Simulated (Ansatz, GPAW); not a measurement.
# A 9-layer slab of Fe(100): work function by functional and basis, part 2 of 3

Wanted: work functions and dipole of a 9-layer slab of Fe(100), with the cost of each level.

GPAW 26.7.0 and Ansatz 0.2.0; Ansatz plane waves; slab in vacuum with a dipole correction, relaxation (the session's first sound run).

So far, upper work function (eV): step 2 (relaxation) 3.89.

## Step 3: Plane waves, PBE

With the geometry fixed, the planar mean of the potential gives the vacuum level on each side.

This step: GPAW, PAW setups; slab in vacuum (GPAW 26.7.0).

The input, run.py:

```python
import json
import numpy as np
from ase import Atoms
from gpaw import GPAW, PW

slab = Atoms(
    ['Fe', 'Fe', 'Fe', 'Fe', 'Fe', 'Fe', 'Fe', 'Fe', 'Fe'],
    positions=[
        [0.00000, 0.00000, 7.00000],
        [1.43500, 1.43500, 8.43500],
        [0.00000, 0.00000, 9.87000],
        [1.43500, 1.43500, 11.30500],
        [-0.00000, 0.00000, 12.69250],
        [1.43500, 1.43500, 14.08742],
        [0.00000, 0.00000, 15.48128],
        [1.43500, 1.43500, 16.91571],
        [0.00000, 0.00000, 18.26326]],
    cell=[[2.87, 0.0, 0.0], [0.0, 2.87, 0.0], [0.0, 0.0, 25.48]],
    pbc=[True, True, False],
    magmoms=[2.5, 2.5, 2.5, 2.5, 2.5, 2.5, 2.5, 2.5, 2.5])

slab.calc = GPAW(mode=PW(400), xc='PBE', kpts={'size': (11, 11, 1), 'gamma': True},
                 occupations={'name': 'fermi-dirac', 'width': 0.1}, nbands='160%',
                 convergence={'density': 1e-05}, maxiter=200,
                 poissonsolver={'dipolelayer': 'xy'},
                 symmetry={'tolerance': 1e-3}, txt='slab.txt')
result = {}
energy = slab.get_potential_energy()
fermi = slab.calc.get_fermi_level()
v = slab.calc.get_electrostatic_potential().mean((0, 1)) - fermi
n = slab.calc.get_pseudo_density().mean((0, 1))
L = slab.cell[2, 2]
z = np.arange(len(v)) * L / len(v)
low, high = slab.positions[:, 2].min(), slab.positions[:, 2].max()
below, above = np.interp([low - 4.8, high + 4.8], z, v)
slopes = [np.interp(x, z, np.gradient(v, z)) for x in (low - 4.8, high + 4.8)]
eps = np.array([[slab.calc.get_eigenvalues(k, s) for k in range(len(slab.calc.get_ibz_k_points()))]
                for s in range(slab.calc.get_number_of_spins())]) - fermi
top, bottom = eps[eps < 0].max(), eps[eps > 0].min()
dipole = slab.get_dipole_moment()[2]
print(f'energy {energy:.4f} eV, Fermi level {fermi:.4f} eV, dipole {dipole:.5f} e A')
print(f'potential 4.8 A off the faces, from the Fermi level: lower {below:.4f} eV, upper {above:.4f} eV')
print(f'slope of the potential there: lower {slopes[0]:.5f}, upper {slopes[1]:.5f} eV/A')
print(f'nearest levels on the mesh: {top:.4f} and {bottom:.4f} eV')
print('magnetic moment', round(slab.get_magnetic_moment(), 3))
result.update(energy=energy, fermi=fermi, dipole=dipole, below=below, above=above, slopes=slopes, edges=[top, bottom],
              z=z.tolist(), v=v.tolist(), n=n.tolist(), positions=slab.positions.tolist(),
              forces=slab.get_forces(apply_constraint=False).tolist(), moments=slab.get_magnetic_moments().tolist())
json.dump(result, open('result.json', 'w'))
```

Launch:

```bash
> OMP_NUM_THREADS=1 OPENBLAS_NUM_THREADS=1 python run.py
```

The program printed:

```text
energy -77.5817 eV, Fermi level 3.1088 eV, dipole -0.00198 e A
potential 4.8 A off the faces, from the Fermi level: lower 3.8720 eV, upper 3.8896 eV
slope of the potential there: lower -0.00093, upper 0.00077 eV/A
nearest levels on the mesh: -0.0012 and 0.0080 eV
magnetic moment 22.104
```

Elapsed: 11 min, on 1 thread of Intel Xeon 6975P-C (Granite Rapids), shared host; peak memory 0.41 GiB.

This step gave:

```
dipole along the normal                    : -0.001982 e·Å
levels nearest the Fermi level on the mesh : -0.001151, 0.007970 eV from the Fermi level
upper work function                        : 3.890 eV
lower work function                        : 3.872 eV
sum of the site moments                    : 21.99 μB
```

The electrostatic potential energy of an electron (without an applied field's), less the Fermi level, planar mean oscillates, so the rows of the table below give means over windows of 1.38 Å about each position, cut where the curve ends. Its maxima inside the range that stand out by 2 % of the span (Å: eV): 7.8: -5.44, 9.1: -5.32, 10.6: -5.26, 12.0: -5.88, 13.4: -5.78, 14.8: -5.85, 16.2: -5.40, 17.6: -6.71. Its minima: 7.0: -14.6, 8.4: -14.4, 9.9: -14.5, 11.4: -14.3, 12.7: -14.4, 14.1: -14.5, 15.5: -14.5, 16.9: -14.6, 18.3: -14.7.

Electrostatic potential energy of an electron (without an applied field's), less the Fermi level, planar mean against z; means over each step:

| z (Å) | electrostatic potential energy of an electron (without an applied field's), less the Fermi level, planar mean (eV) |
| --- | --- |
| 0.69 | 3.87 |
| 2.07 | 3.87 |
| 3.45 | 3.86 |
| 4.83 | 3.59 |
| 6.21 | -2.81 |
| 7.59 | -9.63 |
| 8.97 | -9.55 |
| 10.35 | -9.52 |
| 11.73 | -9.98 |
| 13.11 | -9.96 |
| 14.49 | -9.97 |
| 15.87 | -9.69 |
| 17.25 | -10.5 |
| 18.63 | -7.60 |
| 20.01 | 3.14 |
| 21.39 | 3.86 |
| 22.77 | 3.89 |
| 24.15 | 3.89 |

The pseudo valence density, planar mean oscillates, so the rows of the table below give means over windows of 1.49 Å about each position, cut where the curve ends. Its maxima inside the range that stand out by 2 % of the span (Å: e/Å³): 7.0: 1.03, 8.5: 1.03, 9.8: 0.990, 11.3: 1.04, 12.7: 1.04, 14.0: 1.03, 15.5: 1.05, 17.0: 1.03, 18.3: 1.04. Its minima: 7.6: 0.433, 9.1: 0.428, 10.6: 0.428, 12.1: 0.466, 13.4: 0.450, 14.9: 0.456, 16.1: 0.432, 17.6: 0.477.

The pseudo valence density, planar mean by z; means over each step:

| z (Å) | pseudo valence density, planar mean (e/Å³) |
| --- | --- |
| 2.23 | 2.1e-5 |
| 3.72 | 7.0e-4 |
| 5.21 | 0.0231 |
| 6.70 | 0.543 |
| 8.19 | 0.672 |
| 9.68 | 0.670 |
| 11.17 | 0.675 |
| 12.66 | 0.683 |
| 14.15 | 0.683 |
| 15.64 | 0.674 |
| 17.13 | 0.698 |
| 18.62 | 0.525 |
| 20.11 | 0.0198 |
| 21.60 | 5.9e-4 |
| 23.09 | 1.8e-5 |

Site moment by atom:

| atom | site moment (μB) |
| --- | --- |
| Fe1 | 2.94 |
| Fe2 | 2.39 |
| Fe3 | 2.41 |
| Fe4 | 2.24 |
| Fe5 | 2.23 |
| Fe6 | 2.20 |
| Fe7 | 2.38 |
| Fe8 | 2.30 |
| Fe9 | 2.90 |

Force by atom:

| atom | x (eV/Å) | y (eV/Å) | z (eV/Å) | size |
| --- | --- | --- | --- | --- |
| Fe1 | 0.000 | 0.000 | 0.337 | 0.337 |
| Fe2 | 0.000 | 0.000 | -0.326 | 0.326 |
| Fe3 | 0.000 | 0.000 | 0.110 | 0.110 |
| Fe4 | 0.000 | 0.000 | -0.255 | 0.255 |
| Fe5 | 0.000 | 0.000 | -0.015 | 0.015 |
| Fe6 | 0.000 | 0.000 | 0.023 | 0.023 |
| Fe7 | 0.000 | 0.000 | -0.004 | 0.004 |
| Fe8 | 0.000 | 0.000 | 0.003 | 0.003 |
| Fe9 | 0.000 | 0.000 | 0.127 | 0.127 |

The potential is flat to 9.3e-4 eV/Å where it is read, so the vacuum is wide enough. The geometry is the other program's minimum; here the largest force on a free atom is 0.13 eV/Å.

## Step 4: Self-consistent run: xc = "revPBE"

The same geometry under revPBE, to see how far the functional moves the levels against the vacuum.

Edit run.py of step 3 so:

```diff
@@ -21,3 +21,3 @@
 
-slab.calc = GPAW(mode=PW(400), xc='PBE', kpts={'size': (11, 11, 1), 'gamma': True},
+slab.calc = GPAW(mode=PW(400), xc='revPBE', kpts={'size': (11, 11, 1), 'gamma': True},
                  occupations={'name': 'fermi-dirac', 'width': 0.1}, nbands='160%',
```

The program printed:

```text
energy -74.3717 eV, Fermi level 3.2339 eV, dipole -0.00185 e A
potential 4.8 A off the faces, from the Fermi level: lower 3.7115 eV, upper 3.7265 eV
slope of the potential there: lower -0.00104, upper 0.00087 eV/A
nearest levels on the mesh: -0.0026 and 0.0077 eV
magnetic moment 22.342
```

Elapsed: 12 min, on 1 thread; peak memory 0.41 GiB.

This step gave:

| Item | Value |
| --- | --- |
| dipole along the normal | -0.001854 e·Å |
| levels nearest the Fermi level on the mesh | -0.002568, 0.007695 eV from the Fermi level |
| upper work function | 3.726 eV |
| lower work function | 3.712 eV |
| sum of the site moments | 22.28 μB |

The electrostatic potential energy of an electron (without an applied field's), less the Fermi level, planar mean oscillates, so the rows of the table below give means over windows of 1.38 Å about each position, cut where the curve ends. Its maxima inside the range that stand out by 2 % of the span (Å: eV): 7.8: -5.56, 9.1: -5.42, 10.6: -5.36, 12.0: -5.97, 13.4: -5.87, 14.8: -5.94, 16.2: -5.50, 17.6: -6.83. Its minima: 7.0: -14.7, 8.4: -14.5, 9.9: -14.5, 11.4: -14.4, 12.7: -14.5, 14.1: -14.5, 15.5: -14.6, 16.9: -14.7, 18.3: -14.8.

The electrostatic potential energy of an electron (without an applied field's), less the Fermi level, planar mean by z; means over each step:

z (Å), electrostatic potential energy of an electron (without an applied field's), less the Fermi level, planar mean (eV) and a bar from the least value:
```
     0.69        3.7 ##############################
     2.07        3.7 ##############################
     3.45        3.7 ##############################
     4.83        3.4 #############################
     6.21       -2.9 ################
     7.59       -9.7 ##
     8.97       -9.6 ##
    10.35       -9.6 ##
    11.73      -10.1 #
    13.11      -10.0 #
    14.49      -10.0 #
    15.87       -9.8 ##
    17.25      -10.6 
    18.63       -7.7 ######
    20.01        3.0 ############################
    21.39        3.7 ##############################
    22.77        3.7 ##############################
    24.15        3.7 ##############################
```

The pseudo valence density, planar mean oscillates, so the rows of the table below give means over windows of 1.49 Å about each position, cut where the curve ends. Its maxima inside the range that stand out by 2 % of the span (Å: e/Å³): 7.0: 1.03, 8.5: 1.03, 9.8: 0.991, 11.3: 1.04, 12.7: 1.04, 14.0: 1.03, 15.5: 1.05, 17.0: 1.03, 18.3: 1.04. Its minima: 7.6: 0.432, 9.1: 0.426, 10.6: 0.427, 12.1: 0.465, 13.4: 0.449, 14.9: 0.455, 16.1: 0.431, 17.6: 0.475.

The pseudo valence density, planar mean by z; means over each step:

| z (Å) | pseudo valence density, planar mean (e/Å³) |
| --- | --- |
| 2.23 | 2.3e-5 |
| 3.72 | 6.8e-4 |
| 5.21 | 0.0230 |
| 6.70 | 0.543 |
| 8.19 | 0.671 |
| 9.68 | 0.670 |
| 11.17 | 0.675 |
| 12.66 | 0.683 |
| 14.15 | 0.683 |
| 15.64 | 0.674 |
| 17.13 | 0.698 |
| 18.62 | 0.525 |
| 20.11 | 0.0197 |
| 21.60 | 5.8e-4 |
| 23.09 | 1.9e-5 |

Site moment by atom:

| atom | site moment (μB) |
| --- | --- |
| Fe1 | 2.96 |
| Fe2 | 2.42 |
| Fe3 | 2.45 |
| Fe4 | 2.28 |
| Fe5 | 2.26 |
| Fe6 | 2.23 |
| Fe7 | 2.41 |
| Fe8 | 2.34 |
| Fe9 | 2.92 |

Force by atom:

| atom | x (eV/Å) | y (eV/Å) | z (eV/Å) | size |
| --- | --- | --- | --- | --- |
| Fe1 | 0.000 | 0.000 | 0.118 | 0.118 |
| Fe2 | 0.000 | 0.000 | -0.351 | 0.351 |
| Fe3 | 0.000 | 0.000 | 0.104 | 0.104 |
| Fe4 | 0.000 | 0.000 | -0.260 | 0.260 |
| Fe5 | 0.000 | 0.000 | -0.009 | 0.009 |
| Fe6 | 0.000 | 0.000 | 0.016 | 0.016 |
| Fe7 | 0.000 | 0.000 | 0.007 | 0.007 |
| Fe8 | 0.000 | 0.000 | 0.018 | 0.018 |
| Fe9 | 0.000 | 0.000 | 0.357 | 0.357 |

The upper face's work function is 3.726 eV, against 3.890 eV in the first plane-wave PBE run at this geometry.

## Step 5: OptPBE vdW: xc = "optPBE-vdW"

The same geometry under optPBE-vdW, to see how far the functional moves the levels against the vacuum (the van der Waals functionals take revPBE setups).

Edit run.py of step 4 so:

```diff
@@ -21,3 +21,3 @@
 
-slab.calc = GPAW(mode=PW(400), xc='revPBE', kpts={'size': (11, 11, 1), 'gamma': True},
+slab.calc = GPAW(mode=PW(400), xc='optPBE-vdW', kpts={'size': (11, 11, 1), 'gamma': True},
                  occupations={'name': 'fermi-dirac', 'width': 0.1}, nbands='160%',
```

The program printed:

```text
energy -160.2621 eV, Fermi level 2.9699 eV, dipole -0.00204 e A
potential 4.8 A off the faces, from the Fermi level: lower 4.1401 eV, upper 4.1590 eV
slope of the potential there: lower -0.00160, upper 0.00140 eV/A
nearest levels on the mesh: -0.0003 and 0.0038 eV
magnetic moment 21.816
```

Run time: 12 min. Hardware: 1 thread; peak memory 0.55 GiB.

Numbers from this step:

| Item | Value |
| --- | --- |
| dipole along the normal | -0.002037 e·Å |
| levels nearest the Fermi level on the mesh | -3.48e-4, 0.003800 eV from the Fermi level |
| upper work function | 4.159 eV |
| lower work function | 4.140 eV |
| sum of the site moments | 21.65 μB |

The electrostatic potential energy of an electron (without an applied field's), less the Fermi level, planar mean oscillates, so the rows of the table below give means over windows of 1.38 Å about each position, cut where the curve ends. Its maxima inside the range that stand out by 2 % of the span (Å: eV): 7.8: -5.41, 9.1: -5.32, 10.6: -5.27, 12.0: -5.89, 13.4: -5.80, 14.8: -5.85, 16.2: -5.41, 17.6: -6.67. Its minima: 7.0: -14.5, 8.4: -14.3, 9.9: -14.4, 11.4: -14.3, 12.7: -14.4, 14.1: -14.4, 15.5: -14.5, 16.9: -14.5, 18.3: -14.6.

Electrostatic potential energy of an electron (without an applied field's), less the Fermi level, planar mean against z; means over each step:

| z (Å) | electrostatic potential energy of an electron (without an applied field's), less the Fermi level, planar mean (eV) |
| --- | --- |
| 0.69 | 4.14 |
| 2.07 | 4.14 |
| 3.45 | 4.12 |
| 4.83 | 3.81 |
| 6.21 | -2.69 |
| 7.59 | -9.56 |
| 8.97 | -9.52 |
| 10.35 | -9.51 |
| 11.73 | -9.96 |
| 13.11 | -9.94 |
| 14.49 | -9.95 |
| 15.87 | -9.68 |
| 17.25 | -10.4 |
| 18.63 | -7.50 |
| 20.01 | 3.33 |
| 21.39 | 4.12 |
| 22.77 | 4.16 |
| 24.15 | 4.16 |

The upper face's work function is 4.159 eV, against 3.890 eV in the first plane-wave PBE run at this geometry.

## Step 6: Self-consistent run: xc = "LDA"

The same geometry under LDA, to see how far the functional moves the levels against the vacuum.

Edit run.py of step 5 so:

```diff
@@ -21,3 +21,3 @@
 
-slab.calc = GPAW(mode=PW(400), xc='optPBE-vdW', kpts={'size': (11, 11, 1), 'gamma': True},
+slab.calc = GPAW(mode=PW(400), xc='LDA', kpts={'size': (11, 11, 1), 'gamma': True},
                  occupations={'name': 'fermi-dirac', 'width': 0.1}, nbands='160%',
```

The program printed:

```text
energy -85.9557 eV, Fermi level 2.7054 eV, dipole -0.00241 e A
potential 4.8 A off the faces, from the Fermi level: lower 4.2696 eV, upper 4.2961 eV
slope of the potential there: lower -0.00074, upper 0.00057 eV/A
nearest levels on the mesh: -0.0029 and 0.0028 eV
magnetic moment 21.548
```

Run time: 11 min. Hardware: 1 thread; peak memory 0.41 GiB.

This step gave:

* dipole along the normal: -0.002409 e·Å
* levels nearest the Fermi level on the mesh: -0.002880, 0.002831 eV from the Fermi level
* upper work function: 4.296 eV
* lower work function: 4.270 eV
* sum of the site moments: 21.09 μB

The upper face's work function is 4.296 eV, against 3.890 eV in the first plane-wave PBE run at this geometry.

## Step 7: Self-consistent run: xc = "vdW-DF2"

The same geometry under vdW-DF2, to see how far the functional moves the levels against the vacuum (the van der Waals functionals take revPBE setups).

Edit run.py of step 6 so:

```diff
@@ -21,3 +21,3 @@
 
-slab.calc = GPAW(mode=PW(400), xc='LDA', kpts={'size': (11, 11, 1), 'gamma': True},
+slab.calc = GPAW(mode=PW(400), xc='vdW-DF2', kpts={'size': (11, 11, 1), 'gamma': True},
                  occupations={'name': 'fermi-dirac', 'width': 0.1}, nbands='160%',
```

The program printed:

```text
energy -518.8236 eV, Fermi level 2.8807 eV, dipole -0.00244 e A
potential 4.8 A off the faces, from the Fermi level: lower 4.4088 eV, upper 4.4361 eV
slope of the potential there: lower -0.00281, upper 0.00269 eV/A
nearest levels on the mesh: -0.0014 and 0.0016 eV
magnetic moment 20.772
```

It took 17 min on 1 thread; peak memory 0.55 GiB.

Numbers from this step:

* dipole along the normal: -0.002435 e·Å
* levels nearest the Fermi level on the mesh: -0.001404, 0.001629 eV from the Fermi level
* upper work function: 4.436 eV
* lower work function: 4.409 eV
* sum of the site moments: 20.76 μB

The upper face's work function is 4.436 eV, against 3.890 eV in the first plane-wave PBE run at this geometry.

## Step 8: Self-consistent run: xc = "RPBE"

The same geometry under RPBE, to see how far the functional moves the levels against the vacuum.

Edit run.py of step 7 so:

```diff
@@ -21,3 +21,3 @@
 
-slab.calc = GPAW(mode=PW(400), xc='vdW-DF2', kpts={'size': (11, 11, 1), 'gamma': True},
+slab.calc = GPAW(mode=PW(400), xc='RPBE', kpts={'size': (11, 11, 1), 'gamma': True},
                  occupations={'name': 'fermi-dirac', 'width': 0.1}, nbands='160%',
```

The program printed:

```text
energy -73.6423 eV, Fermi level 3.2612 eV, dipole -0.00178 e A
potential 4.8 A off the faces, from the Fermi level: lower 3.6962 eV, upper 3.7096 eV
slope of the potential there: lower -0.00111, upper 0.00094 eV/A
nearest levels on the mesh: -0.0018 and 0.0144 eV
magnetic moment 22.423
```

Run time: 13 min. Hardware: 1 thread; peak memory 0.41 GiB.

This step gave:

```yaml
dipole_along_the_normal: -0.001782 e·Å
levels_nearest_the_fermi_level_on_the_mesh: -0.001756, 0.01441 eV from the Fermi level
upper_work_function: 3.710 eV
lower_work_function: 3.696 eV
sum_of_the_site_moments: 22.38 μB
```

The upper face's work function is 3.710 eV, against 3.890 eV in the first plane-wave PBE run at this geometry.

## Step 9: Real-space grid: mode = "fd"

A real-space grid is a second complete basis, so it checks the plane-wave result.

Edit run.py of step 8 so:

```diff
@@ -3,3 +3,3 @@
 from ase import Atoms
-from gpaw import GPAW, PW
+from gpaw import GPAW
 
@@ -21,3 +21,3 @@
 
-slab.calc = GPAW(mode=PW(400), xc='RPBE', kpts={'size': (11, 11, 1), 'gamma': True},
+slab.calc = GPAW(mode='fd', h=0.18, xc='PBE', kpts={'size': (11, 11, 1), 'gamma': True},
                  occupations={'name': 'fermi-dirac', 'width': 0.1}, nbands='160%',
```

The program printed:

```text
energy -79.1932 eV, Fermi level -3.8774 eV, dipole -0.00082 e A
potential 4.8 A off the faces, from the Fermi level: lower 3.8681 eV, upper 3.8861 eV
slope of the potential there: lower -0.00085, upper 0.00081 eV/A
nearest levels on the mesh: -0.0023 and 0.0010 eV
magnetic moment 22.112
```

The job ended after 1.7 h (1 thread; peak memory 2.4 GiB).

Numbers from this step:

- dipole along the normal: -8.19e-4 e·Å
- levels nearest the Fermi level on the mesh: -0.002260, 9.97e-4 eV from the Fermi level
- upper work function: 3.886 eV
- lower work function: 3.868 eV
- sum of the site moments: 22.04 μB

The upper face's work function is 3.886 eV, against 3.890 eV in the first plane-wave PBE run at this geometry.

## Step 10: The ladder

Times are for 1 thread of Intel Xeon 6975P-C (Granite Rapids), shared host. The series side by side:

| no. | run | upper work function (eV) | lower work function (eV) | time | memory (GiB) |
| --- | --- | --- | --- | --- | --- |
| 1 | pw | 3.890 | 3.872 | 11 min | 0.41 |
| 2 | revPBE | 3.726 | 3.712 | 12 min | 0.41 |
| 3 | optPBE vdW | 4.159 | 4.140 | 12 min | 0.55 |
| 4 | LDA | 4.296 | 4.270 | 11 min | 0.41 |
| 5 | vdW DF2 | 4.436 | 4.409 | 17 min | 0.55 |
| 6 | RPBE | 3.710 | 3.696 | 13 min | 0.41 |
| 7 | fd | 3.886 | 3.868 | 1.7 h | 2.4 |

[end of part 2 of 3]

[Logs are printed without paths, hosts, clocks, repeated set-up lines and the standing remarks that a program may print on its own settings, such as how far it seeks lower states.]

[Hosts, paths, dates, database ids (printed as entryN), source tags and the programs' standing remarks are cut or masked in the printed files.]
